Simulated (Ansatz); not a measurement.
**HfOs (Pm-3m): from the cell to its phonons**

Wanted: phonon frequencies of HfOs (Pm-3m) and what follows from them.

Method: DFT PBEsol, scalar-relativistic, plane waves, PAW; PAW set soft_1, in Ansatz 0.2.0.

## Step 1: Starting point

Symmetry: Pm-3m, No. 221, cubic system. The conventional cell has a = 3.239 Å, b = 3.239 Å, c = 3.239 Å, α = 90.00°, β = 90.00°, γ = 90.00°. Hf has 8 Os at 2.81 Å nearest. Nearest to Os lie 8 Hf at 2.81 Å. Farther neighbours are not listed.

## Step 2: Bringing the structure to rest

The cell and atoms are relaxed, since residual forces and stress would shift the frequencies.

input.yaml

```yaml
crystal:
  lattice:
    - [3.239, 0.0, 0.0]
    - [0.0, 3.239, 0.0]
    - [0.0, 0.0, 3.239]
  atoms:
    - { symbol: Hf, position: [0.0, 0.0, 0.0] }
    - { symbol: Os, position: [0.5, 0.5, 0.5] }
kpoints:
  mp_grid: { grid: [14, 14, 14] }
hamiltonian:
  xc: pbesol
  pseudopotentials: { kind: paw, azcp: { folder: soft_1 }, xc_functional: pbe }
scf:
  occupations: { method: gaussian, width: 0.1 }
output:
  forces: true
  stress: true
  eigenvalues: true
  write_density: true
  write_potential: true
  elf: true
  volumetric_format: npy
relax:
  adjacent_minimum: "off"
  f_tol: 0.005
  max_steps: 80
  cell: { stress_tol: 0.05 }
```

Started as:

```bash
$ ansatz run input.yaml --threads 4 --pin off --max-ram 10240MiB --backend cpu --events-out ev --progress --plain --runs-dir out
```

Numbers of over 12 decimals in the logs are rounded to 6 here.

The log of the run:

```text
Engine: ansatz 0.2.0, aarch64-unknown-linux-gnu
Pseudopotentials: kind: paw
Pseudopotential: Hf, paw, valence charge 26, recommended cutoff 420 eV (normal), soft_1/Hf.paw.azcp
Pseudopotential: Os, paw, valence charge 16, recommended cutoff 420 eV (normal), soft_1/Os.paw.azcp
Functional definition: PBEsol
  exchange = pbesol_x
  correlation = pbesol_c
Crystal: 2 atoms, lattice volume = 33.981 Å³
Basis set: ecut = 420 eV, 691 PW (Γ), exchange–correlation on 48×48×48 points (8 copies of the dense FFT grid, shifted against one another)
Bands: 26, of which v1, the nominal top of the filled ones, is band 21 counted from 1 (20 counted from 0)
Symmetry: 48 space group operations
Space group: Pm-3m (ITA 221), of the structure as read, at distance tolerance 3.2e-5 Å
k-points: 120 of 2744
Non-local potential: Hf, projectors of the file, l = 0: 3, l = 1: 2, l = 2: 2, l = 3: 3
Non-local potential: Os, projectors of the file, l = 0: 3, l = 1: 2, l = 2: 2, l = 3: 1
PAW form: soft (Blöchl's): semilocal exchange-correlation on the pseudo side does not see the compensation charge
PAW frozen core: Hf, regenerated for the run's functional, and the local potential with it (the file was generated under x = pbe(κ = 0.804, μ = 0.219515), c = pbe(β = 0.066725))
PAW frozen core: Os, regenerated for the run's functional, and the local potential with it (the file was generated under x = pbe(κ = 0.804, μ = 0.219515), c = pbe(β = 0.066725))
PAW one-centre angular grid: Hf, 590 points (default); XC on 64 Gauss nodes
PAW one-centre angular grid: Os, 590 points (default); XC on 64 Gauss nodes
Initial density: superposition of atomic densities (chi_scale 0.1, normalization cell, long waves kept (reshape's long-wave potential 0.00 eV rms))
Initial wavefunctions: pseudopotential atomic-orbital guess
Functional: x = pbesol(κ = 0.804, μ = 0.123457), c = pbesol(β = 0.046)
SCF iter   1: F=—  HF=-26855.078902 eV  |F-HF|=—  |Δ(HF+E_count)|=         —  Δρ=1.67e-1  dr2=1.66e1  ethr=3.10e-3  ⟨swp⟩=5.2  Hψ=11699  notcnv=0
preconditioner: auto → Kerker (q_TF=auto, 2.826 Å⁻¹)  [metal: Δε(μ)=0.038 eV  Ē_g=16.474 eV  σ=0.100 eV  W_gap=0.21  n_scr=18 (ndim 8)  ℏωp=36.0 eV  f_vac=0.000  D(μ)=0.73/eV (n_scr^D=6)]
SCF iter   2: F=—  HF=-26853.260150 eV  |F-HF|=—  |Δ(HF+E_count)|=    1.82e0  Δρ=9.30e-2  dr2=5.25e0  ethr=3.10e-3  ⟨swp⟩=2.9  Hψ=6735  notcnv=0  defer=101
SCF iter   3: F=—  HF=-26852.525112 eV  |F-HF|=—  |Δ(HF+E_count)|=   7.35e-1  Δρ=1.49e-2  dr2=1.19e-1  ethr=3.10e-3  ⟨swp⟩=2.1  Hψ=5304  notcnv=0  defer=101
SCF iter   4: F=—  HF=-26852.424775 eV  |F-HF|=—  |Δ(HF+E_count)|=   1.00e-1  Δρ=9.55e-3  dr2=2.78e-2  ethr=2.83e-4  ⟨swp⟩=2.2  Hψ=6999  notcnv=0  defer=108
SCF iter   5: F=—  HF=-26852.422629 eV  |F-HF|=—  |Δ(HF+E_count)|=   2.15e-3  Δρ=2.80e-3  dr2=1.77e-3  ethr=6.62e-5  ⟨swp⟩=2.0  Hψ=5917  notcnv=0  defer=108
SCF iter   6: F=—  HF=-26852.422203 eV  |F-HF|=—  |Δ(HF+E_count)|=   4.25e-4  Δρ=5.84e-4  dr2=5.10e-5  ethr=4.21e-6  ⟨swp⟩=2.0  Hψ=5288  notcnv=0  defer=108
SCF iter   7: F=—  HF=-26852.422156 eV  |F-HF|=—  |Δ(HF+E_count)|=   4.70e-5  Δρ=9.57e-5  dr2=1.92e-6  ethr=1.21e-7  ⟨swp⟩=2.3  Hψ=4883  notcnv=0  defer=108
SCF iter   8: F=—  HF=-26852.422157 eV  |F-HF|=—  |Δ(HF+E_count)|=   1.07e-6  Δρ=4.70e-5  dr2=8.35e-7  ethr=4.56e-9  ⟨swp⟩=2.1  Hψ=5106  notcnv=0  defer=108
SCF iter   9: F=-26852.422157 eV  HF=-26852.422157 eV  |F-HF|=2.48e-8  |Δ(HF+E_count)|=   3.01e-7  Δρ=1.18e-5  dr2=3.74e-8  ethr=2.38e-10  ⟨swp⟩=11.8  Hψ=24570  notcnv=0
SCF 1 converged in 9 iterations: F = -26852.422157 eV  dr2 = 3.74e-8
  greatest PAW one-centre occupation: 1.000 electrons in one spin orbital (limit 2), on the Os atom at site 1 (counted from 0), in its partial waves of l = 0
relax step   1: F+E_penalty+E_count = -26852.42215705 eV  Δ(F+E_penalty+E_count) = +0.000e0 eV  max|allowed force component| = 3.787e-29 eV/Å  Δτ_max = 0.0000 Å  P = -3.200 GPa  Ω = 33.981 Å³  (9 SCF iters, dr2 threshold 1.00e-7 eV, accepted)
Crystal: 2 atoms, lattice volume = 32.181 Å³
Basis set: ecut = 420 eV, 619 PW (Γ), exchange–correlation on 48×48×48 points (8 copies of the dense FFT grid, shifted against one another)
Initial density: handed on by an earlier stage of this run
Initial wavefunctions: those handed on with the density
iter 1 solved again at ethr=1.08e-4 eV; its pass at ethr=3.10e-3 eV (dr2=4.55e-2 eV) is discarded
SCF iter   1: F=—  HF=-26852.392659 eV  |F-HF|=—  |Δ(HF+E_count)|=         —  Δρ=8.51e-3  dr2=4.55e-2  ethr=1.08e-4  ⟨swp⟩=1.1  Hψ=16204  notcnv=0
preconditioner: auto → Kerker (q_TF=auto, 2.852 Å⁻¹)  [metal: Δε(μ)=0.082 eV  Ē_g=15.308 eV  σ=0.100 eV  W_gap=0.43  n_scr=18 (ndim 8)  ℏωp=37.0 eV  f_vac=0.000  D(μ)=0.24/eV (n_scr^D=0)]
SCF iter   2: F=—  HF=-26852.387764 eV  |F-HF|=—  |Δ(HF+E_count)|=   4.90e-3  Δρ=4.94e-3  dr2=1.59e-2  ethr=1.08e-4  ⟨swp⟩=1.0  Hψ=3120  notcnv=0
SCF iter   3: F=—  HF=-26852.385016 eV  |F-HF|=—  |Δ(HF+E_count)|=   2.75e-3  Δρ=8.55e-4  dr2=3.51e-4  ethr=3.78e-5  ⟨swp⟩=2.0  Hψ=3631  notcnv=0
SCF iter   4: F=—  HF=-26852.384852 eV  |F-HF|=—  |Δ(HF+E_count)|=   1.65e-4  Δρ=5.55e-4  dr2=7.88e-5  ethr=8.37e-7  ⟨swp⟩=2.1  Hψ=5349  notcnv=0
SCF iter   5: F=—  HF=-26852.384829 eV  |F-HF|=—  |Δ(HF+E_count)|=   2.29e-5  Δρ=1.50e-4  dr2=4.41e-6  ethr=1.88e-7  ⟨swp⟩=2.1  Hψ=5135  notcnv=0
SCF iter   6: F=—  HF=-26852.384828 eV  |F-HF|=—  |Δ(HF+E_count)|=   9.79e-7  Δρ=2.68e-5  dr2=2.29e-7  ethr=1.05e-8  ⟨swp⟩=2.1  Hψ=4478  notcnv=0
SCF iter   7: F=-26852.384828 eV  HF=-26852.384828 eV  |F-HF|=2.14e-8  |Δ(HF+E_count)|=   4.44e-8  Δρ=6.66e-6  dr2=1.54e-8  ethr=4.76e-10  ⟨swp⟩=9.7  Hψ=22642  notcnv=0
the search or the solves at the SCF's close seem to have found levels that the self-consistency loop had missed (the run counts 1). By its estimate they hold under 1e-12 electrons; where the run keeps them, the occupations were computed again with them
SCF 2 converged in 7 iterations: F = -26852.384828 eV  dr2 = 1.54e-8
relax step   2: F+E_penalty+E_count = -26852.38482770 eV  Δ(F+E_penalty+E_count) = +3.733e-2 eV  max|allowed force component| = 3.418e-30 eV/Å  Δτ_max = 0.0000 Å  P = +10.656 GPa  Ω = 32.181 Å³  energy of the carried Pulay correction = +1.013e-3 eV  (7 SCF iters, dr2 threshold 2.00e-7 eV, rejected (line search))
Crystal: 2 atoms, lattice volume = 33.547 Å³
iter 1 solved again at ethr=6.92e-5 eV; its pass at ethr=3.10e-3 eV (dr2=2.91e-2 eV) is discarded
SCF iter   1: F=—  HF=-26852.432076 eV  |F-HF|=—  |Δ(HF+E_count)|=         —  Δρ=6.67e-3  dr2=2.98e-2  ethr=6.92e-5  ⟨swp⟩=1.0  Hψ=15270  notcnv=0
preconditioner: auto → Kerker (q_TF=auto, 2.832 Å⁻¹)  [metal: Δε(μ)=0.088 eV  Ē_g=15.105 eV  σ=0.100 eV  W_gap=0.47  n_scr=18 (ndim 8)  ℏωp=36.3 eV  f_vac=0.000  D(μ)=0.19/eV (n_scr^D=0)]
SCF iter   2: F=—  HF=-26852.428904 eV  |F-HF|=—  |Δ(HF+E_count)|=   3.17e-3  Δρ=3.83e-3  dr2=1.02e-2  ethr=6.92e-5  ⟨swp⟩=1.0  Hψ=3121  notcnv=0
SCF iter   3: F=—  HF=-26852.427185 eV  |F-HF|=—  |Δ(HF+E_count)|=   1.72e-3  Δρ=6.86e-4  dr2=2.32e-4  ethr=2.44e-5  ⟨swp⟩=2.0  Hψ=3689  notcnv=0
SCF iter   4: F=—  HF=-26852.427064 eV  |F-HF|=—  |Δ(HF+E_count)|=   1.21e-4  Δρ=4.34e-4  dr2=5.15e-5  ethr=5.52e-7  ⟨swp⟩=2.1  Hψ=5374  notcnv=0
SCF iter   5: F=—  HF=-26852.427037 eV  |F-HF|=—  |Δ(HF+E_count)|=   2.73e-5  Δρ=1.28e-4  dr2=3.46e-6  ethr=1.23e-7  ⟨swp⟩=2.1  Hψ=5301  notcnv=0
SCF iter   6: F=—  HF=-26852.427041 eV  |F-HF|=—  |Δ(HF+E_count)|=   4.09e-6  Δρ=1.77e-5  dr2=1.02e-7  ethr=8.23e-9  ⟨swp⟩=1.5  Hψ=3517  notcnv=0
SCF iter   7: F=—  HF=-26852.427041 eV  |F-HF|=—  |Δ(HF+E_count)|=   2.62e-8  Δρ=5.37e-6  dr2=9.37e-9  ethr=2.43e-10  ⟨swp⟩=2.2  Hψ=5237  notcnv=0
SCF iter   8: F=—  HF=-26852.427041 eV  |F-HF|=—  |Δ(HF+E_count)|=   1.27e-9  Δρ=1.06e-6  dr2=2.44e-10  ethr=2.23e-11  ⟨swp⟩=2.0  Hψ=5327  notcnv=0
SCF iter   9: F=-26852.427041 eV  HF=-26852.427041 eV  |F-HF|=7.28e-12  |Δ(HF+E_count)|=  8.00e-11  Δρ=1.83e-7  dr2=8.65e-12  ethr=1.00e-12  ⟨swp⟩=6.6  Hψ=16549  notcnv=0
SCF 3 converged in 9 iterations: F = -26852.427041 eV  dr2 = 8.65e-12
relax step   3: F+E_penalty+E_count = -26852.42704098 eV  Δ(F+E_penalty+E_count) = -4.884e-3 eV  max|allowed force component| = 3.681e-30 eV/Å  Δτ_max = 0.0000 Å  P = -0.202 GPa  Ω = 33.547 Å³  energy of the carried Pulay correction = +2.388e-4 eV  (9 SCF iters, accepted)
[...]
relax step   4: F+E_penalty+E_count = -26852.42707467 eV  Δ(F+E_penalty+E_count) = -3.369e-5 eV  max|allowed force component| = 3.221e-30 eV/Å  Δτ_max = 0.0000 Å  P = +0.004 GPa  Ω = 33.519 Å³  energy of the carried Pulay correction = +2.548e-4 eV  (6 SCF iters, dr2 threshold 1.02e-7 eV, accepted)
Initial wavefunctions: pseudopotential atomic-orbital guess (no wavefunctions were taken with the density)
iter 1 solved again at ethr=4.42e-9 eV; its pass at ethr=3.10e-3 eV (dr2=1.86e-6 eV) is discarded
SCF iter   1: F=—  HF=-26852.426827 eV  |F-HF|=—  |Δ(HF+E_count)|=         —  Δρ=2.78e-5  dr2=5.06e-8  ethr=4.42e-9  ⟨swp⟩=4.4  Hψ=23889  notcnv=0
SCF iter   2: F=—  HF=-26852.426810 eV  |F-HF|=—  |Δ(HF+E_count)|=   1.69e-5  Δρ=1.87e-5  dr2=4.99e-8  ethr=1.20e-10  ⟨swp⟩=3.0  Hψ=6232  notcnv=0
SCF iter   3: F=—  HF=-26852.426810 eV  |F-HF|=—  |Δ(HF+E_count)|=   8.16e-9  Δρ=1.02e-5  dr2=1.20e-8  ethr=1.19e-10  ⟨swp⟩=2.2  Hψ=4497  notcnv=0
SCF iter   4: F=—  HF=-26852.426810 eV  |F-HF|=—  |Δ(HF+E_count)|=   1.25e-9  Δρ=2.85e-6  dr2=1.10e-9  ethr=2.86e-11  ⟨swp⟩=2.3  Hψ=5617  notcnv=0
SCF iter   5: F=—  HF=-26852.426810 eV  |F-HF|=—  |Δ(HF+E_count)|=  9.46e-11  Δρ=5.79e-7  dr2=4.53e-11  ethr=2.61e-12  ⟨swp⟩=2.3  Hψ=5732  notcnv=0
SCF iter   6: F=-26852.426810 eV  HF=-26852.426810 eV  |F-HF|=3.64e-12  |Δ(HF+E_count)|=  3.64e-12  Δρ=6.54e-8  dr2=4.81e-13  ethr=1.00e-12  ⟨swp⟩=6.5  Hψ=16001  notcnv=0
SCF 5 converged in 6 iterations: F = -26852.426810 eV  dr2 = 4.81e-13
relax step   5: F+E_penalty+E_count = -26852.42681033 eV  Δ(F+E_penalty+E_count) = +2.643e-4 eV  max|allowed force component| = 7.757e-30 eV/Å  Δτ_max = 0.0000 Å  P = +0.006 GPa  Ω = 33.519 Å³  stress off target by 6.28e-3 GPa  SCF on the basis re-selected at this cell (its energy is not comparable with the rows above)  (6 SCF iters)
basis re-selected at this cell: Δ(F+E_penalty+E_count) = +2.643e-4 eV, ΔP = +0.002 GPa vs the last step (what re-selecting the basis moved, of the pressure what is left beyond the Pulay correction that the steps carried, after the strain that the cell walked since its last selection, with what the two solves' SCF thresholds leave and, on support functions, any second-order correction that the steps lacked; it is no m [...]
SCF converged after 6 iterations
Free energy (F): -26852.426810 eV
Harris-Foulkes:  -26852.426810 eV  (|F-HF|=3.64e-12)
Internal energy: -26852.425843 eV  (E = F + TS)
E sigma→0 (E₀):  -26852.426326 eV
Entropy (-TS):   -0.000968 eV (-0.484 meV/atom)
Fermi energy:    22.788217 eV
--- Per-component energies (eV) ---
  E_band       = 5.891707
  E_kinetic    = 902.997318
  E_local      = -6932.515824  (includes V_loc(G=0)·N_el)
  E_nonlocal   = 267.947850
  E_hartree    = 3293.831354
  E_xc         = -498.157098
  E_vxc        = -501.845203  (∫ρ·V_xc dr)
  E_paw        = -16493.215373  (= ΣΔE_a)
  E_vpaw       = -318.355736  (= ΣTr[D̂ρ^β])
  E_aug_tail   = 0.000554  (compensation charges beyond the density's cutoff)
  E_ewald      = -7394.813677
  E_core_change = 1.499054  (= ΣΔE_core)
  E_smearing   = -0.000968  (= −TS)
  E_closure    = -0.000000  (closes the sum)
  Σ components = -26852.426810   (vs F -26852.426810, Δ=0.00e0)
--- Forces (eV/Å), atoms counted from 1 ---
  atom   1  Hf    -0.00000000     0.00000000    -0.00000000
  atom   2  Os    -0.00000000     0.00000000     0.00000000
  max |Σ_I F_I| component: 1.60e-29 eV/Å
--- Stress (GPa, compression-positive) ---
        0.006284      -0.000000      -0.000000
       -0.000000       0.006284      -0.000000
       -0.000000      -0.000000       0.006284
  P = ⅓ Tr σ = 0.0063 GPa (0.063 kbar)
--- Band table (eV; the first three rows and the last of 120) ---
  k-point 0: bands = [... 17 lower, 17.3902, 21.2247, 21.2247, 21.2247, 25.3531, 25.3531, 28.9850, 28.9850, ... 1 higher]
  k-point 1: bands = [... 17 lower, 17.4811, 21.2086, 21.2086, 21.2631, 25.1899, 25.4043, 28.3033, 28.3033, ... 1 higher]
  k-point 2: bands = [... 17 lower, 17.7353, 21.1672, 21.1672, 21.3742, 24.7391, 25.5245, 27.2261, 27.2261, ... 1 higher]
  k-point 119: bands = [... 17 lower, 19.6104, 20.7362, 20.7362, 20.7362, 23.4745, 23.4745, 27.1711, 29.2444, ... 1 higher]
--- Relaxed structure (4 steps of the walk, 3 accepted, 1 SCFs on fresh bases) ---
  F+E_penalty+E_count = -26852.42681033 eV   max|allowed force component| = 7.757e-30 eV/Å   (the final SCF, on the basis selected at the relaxed cell)
  cell:  # Å, volume = 33.5186 Å³
    - [3.224250, 0, 0]
    - [0, 3.224250, 0]
    - [0, 0, 3.224250]
  atoms:
    - { symbol: Hf, position: [0, 0, 0] }
    - { symbol: Os, position: [0.5, 0.5, 0.5] }
```

It took 9.4 s on 4 threads of Arm Neoverse V1, shared host; peak memory 0.35 GiB; 35 s of CPU time.

Step by step:

| step | energy less that of the first step (eV) | largest force component (eV/Å) | pressure (GPa) | volume (Å³) |
| --- | --- | --- | --- | --- |
| 1 | 0.0000 | 0.0000 | -3.20 | 33.98 |
| 2 | 0.0373 | 0.0000 | 10.66 | 32.18 |
| 3 | -0.0049 | 0.0000 | -0.20 | 33.55 |
| 4 | -0.0049 | 0.0000 | 0.00 | 33.52 |
| 5* | -0.0047 | 0.0000 | 0.01 | 33.52 |

Relaxation steps marked * repeat the geometry before them on a plane-wave basis chosen anew for their cell, so energy and pressure can jump there. Relaxation step 2 was tried and not accepted.

Forces are held to the 48 operations that the run works with; a distortion that breaks them can't arise in this run.

| conventional cell, symmetrised | before | after | change |
| --- | --- | --- | --- |
| a (Å) | 3.239 | 3.224 | -0.5 % |
| b (Å) | 3.239 | 3.224 | -0.5 % |
| c (Å) | 3.239 | 3.224 | -0.5 % |
| volume (Å³/atom) | 16.99 | 16.76 | -1.4 % |

The relaxed structure:

```cif
data_structure
_symmetry_space_group_name_H-M 'P 1'
_symmetry_Int_Tables_number 1
_cell_length_a 3.2243
_cell_length_b 3.2243
_cell_length_c 3.2243
_cell_angle_alpha 90.000
_cell_angle_beta 90.000
_cell_angle_gamma 90.000
_cell_volume 33.52
loop_
_atom_site_label
_atom_site_type_symbol
_atom_site_fract_x
_atom_site_fract_y
_atom_site_fract_z
_atom_site_occupancy
Hf1 Hf 0.00000 0.00000 0.00000 1
Os2 Os 0.50000 0.50000 0.50000 1
```

Numbers from this step:

```
pressure          : 0.006284 GPa
volume per atom   : 16.76 Å³
gap on the k-mesh : 0 eV
```

Valence density in the ac plane at fractional y = 0.500, with atoms of Os within 0.2 Å of it. It is the smooth field of the valence electrons, not physical close to the nuclei.

Ten even steps from '0' (0.2 e/Å³) to '9' (8.5 e/Å³):
```
00000000000000000
00000000000000000
00000000000000000
00000001111000000
00000012332100000
00000135665310000
00001258998521000
00001369999631000
00001369999631000
00001258998521000
00000135665310000
00000012332100000
00000001111000000
00000000000000000
00000000000000000
00000000000000000
00000000000000000
```
Columns run along a (3.2 Å), rows up along c (3.2 Å). Atoms in or near the plane, at fractional coordinates: Os at (0.50, 0.50).

ELF in the ac plane at fractional y = 0.500, with atoms of Os within 0.2 Å of it. It is the smooth field of the valence electrons, not physical close to the nuclei.

Values, 14 rows by 14 columns, each cell a mean:
```
0.22 0.26 0.34 0.41 0.44 0.42 0.38 0.37 0.39 0.42 0.44 0.40 0.32 0.25
0.30 0.33 0.38 0.41 0.38 0.30 0.25 0.23 0.25 0.32 0.38 0.40 0.37 0.32
0.39 0.40 0.40 0.38 0.34 0.29 0.25 0.24 0.26 0.30 0.34 0.38 0.40 0.40
0.46 0.43 0.38 0.34 0.38 0.43 0.42 0.41 0.43 0.42 0.37 0.34 0.38 0.44
0.48 0.41 0.31 0.31 0.45 0.58 0.58 0.56 0.58 0.56 0.42 0.30 0.32 0.42
0.47 0.36 0.24 0.27 0.46 0.59 0.56 0.52 0.58 0.58 0.43 0.26 0.25 0.39
0.46 0.34 0.22 0.25 0.44 0.56 0.51 0.45 0.52 0.56 0.41 0.24 0.23 0.37
0.47 0.36 0.24 0.27 0.46 0.59 0.55 0.51 0.56 0.58 0.42 0.25 0.25 0.38
0.47 0.40 0.29 0.30 0.46 0.59 0.59 0.56 0.59 0.58 0.43 0.29 0.30 0.42
0.46 0.43 0.37 0.34 0.39 0.46 0.46 0.44 0.46 0.45 0.38 0.34 0.38 0.44
0.41 0.41 0.40 0.37 0.34 0.30 0.27 0.25 0.27 0.31 0.34 0.38 0.41 0.41
0.32 0.34 0.39 0.40 0.37 0.29 0.24 0.22 0.24 0.31 0.38 0.40 0.38 0.34
0.23 0.27 0.34 0.41 0.43 0.40 0.36 0.34 0.36 0.41 0.43 0.40 0.33 0.26
0.19 0.23 0.32 0.41 0.46 0.47 0.47 0.46 0.47 0.48 0.46 0.39 0.30 0.22
```
Columns run along a (3.2 Å), rows up along c (3.2 Å). Atoms in or near the plane, at fractional coordinates: Os at (0.50, 0.50).

Electrostatic potential energy in the ac plane at fractional y = 0.500, with atoms of Os within 0.2 Å of it. With pseudopotentials it is smooth inside the atoms' cores, unlike the true potential.

Ten even steps from '_' (-57 eV) to '@' (24 eV):
```
@@@@@@@@@@@@@@@@@@@@@@@@@@@@@@@@@@
@@@@@@@@@@@@@@@@@@@@@@@@@@@@@@@@@@
@@@@@@@@@@@@@@%%%%%%%%@@@@@@@@@@@@
@@@@@@@@@@%%##********##%%@@@@@@@@
@@@@@@@@%%##++==----==++##%%@@@@@@
@@@@@@@@##++--::....::--++##@@@@@@
@@@@@@%%**==::________::==**%%@@@@
@@@@@@%%**--..________..--**%%@@@@
@@@@@@%%**--..________..--**%%@@@@
@@@@@@%%**==::________::==**%%@@@@
@@@@@@@@##++--::....::--++##@@@@@@
@@@@@@@@%%##++==----==++##%%@@@@@@
@@@@@@@@@@%%##********##%%@@@@@@@@
@@@@@@@@@@@@@@%%%%%%%%@@@@@@@@@@@@
@@@@@@@@@@@@@@@@@@@@@@@@@@@@@@@@@@
@@@@@@@@@@@@@@@@@@@@@@@@@@@@@@@@@@
@@@@@@@@@@@@@@@@@@@@@@@@@@@@@@@@@@
```
Columns run along a (3.2 Å; values clipped at the 3rd and 97th percentile), rows up along c (3.2 Å). Atoms in or near the plane, at fractional coordinates: Os at (0.50, 0.50).

In this step the volume went from 16.99 to 16.76 Å³/atom.

## Step 3: Relaxing to small forces for the phonons

Phonons need a cell at rest on their own settings, so the relaxation is repeated with tight tolerances on forces and stress on the k mesh and occupations of the first response run.

input.yaml

```yaml
crystal:
  lattice:
    - [3.2242504369, 0.0, 0.0]
    - [0.0, 3.2242504369, 0.0]
    - [0.0, 0.0, 3.2242504369]
  atoms:
    - { symbol: Hf, position: [0.0, 0.0, 0.0] }
    - { symbol: Os, position: [0.5, 0.5, 0.5] }
kpoints:
  mp_grid: { grid: [16, 16, 16] }
hamiltonian:
  xc: pbesol
  pseudopotentials: { kind: paw, azcp: { folder: soft_1 }, xc_functional: pbe }
scf:
  occupations: { method: methfessel_paxton, width: 0.2 }
output:
  forces: true
  stress: true
  eigenvalues: true
relax:
  adjacent_minimum: "off"
  f_tol: 0.001
  max_steps: 60
  cell: { stress_tol: 0.01 }
```

The log of the run:

```text
[...]
Crystal: 2 atoms, lattice volume = 33.519 Å³
Basis set: ecut = 420 eV, 691 PW (Γ), exchange–correlation on 48×48×48 points (8 copies of the dense FFT grid, shifted against one another)
Bands: 26, of which v1, the nominal top of the filled ones, is band 21 counted from 1 (20 counted from 0)
Symmetry: 48 space group operations
[...]
k-points: 165 of 4096
[...]
k-point 164: bands = [... 17 lower, 19.6055, 20.7298, 20.7298, 20.7298, 23.4701, 23.4701, 27.1637, 29.2337, ... 1 higher]
--- Relaxed structure (3 steps of the walk, 2 accepted, 1 SCFs on fresh bases) ---
[...]
cell:  # Å, volume = 33.5273 Å³
    - [3.224529, 0, 0.0]
    - [0, 3.224529, 0.0]
    - [0.0, 0.0, 3.224529]
  atoms:
    - { symbol: Hf, position: [0, 0, 0] }
    - { symbol: Os, position: [0.500000, 0.500000, 0.500000] }
[key lines of the parts left out:]
SCF converged after 5 iterations
Free energy (F): -26852.423862 eV
Fermi energy:    22.763648 eV
P = ⅓ Tr σ = 0.0003 GPa (0.003 kbar)
```

Wall time 9.2 s (4 threads); peak memory 0.41 GiB; 35 s of CPU time.

Little changed from the start: no atom moved by 0.005 Å and no cell edge by 0.1 %.

This step gave:

* pressure: 3.45e-4 GPa

The forces vanish by symmetry and the pressure is 0.000 GPa, within the tolerances set. The cell now holds 16.76 Å³/atom.

(Continued in part 2 of 2.)

[Logs are printed without paths, hosts, clocks, repeated set-up lines and the standing remarks that a program may print on its own settings, such as how far it seeks lower states.]

[Hosts, paths, dates, database ids (printed as entryN), source tags and the programs' standing remarks are cut or masked in the printed files.]
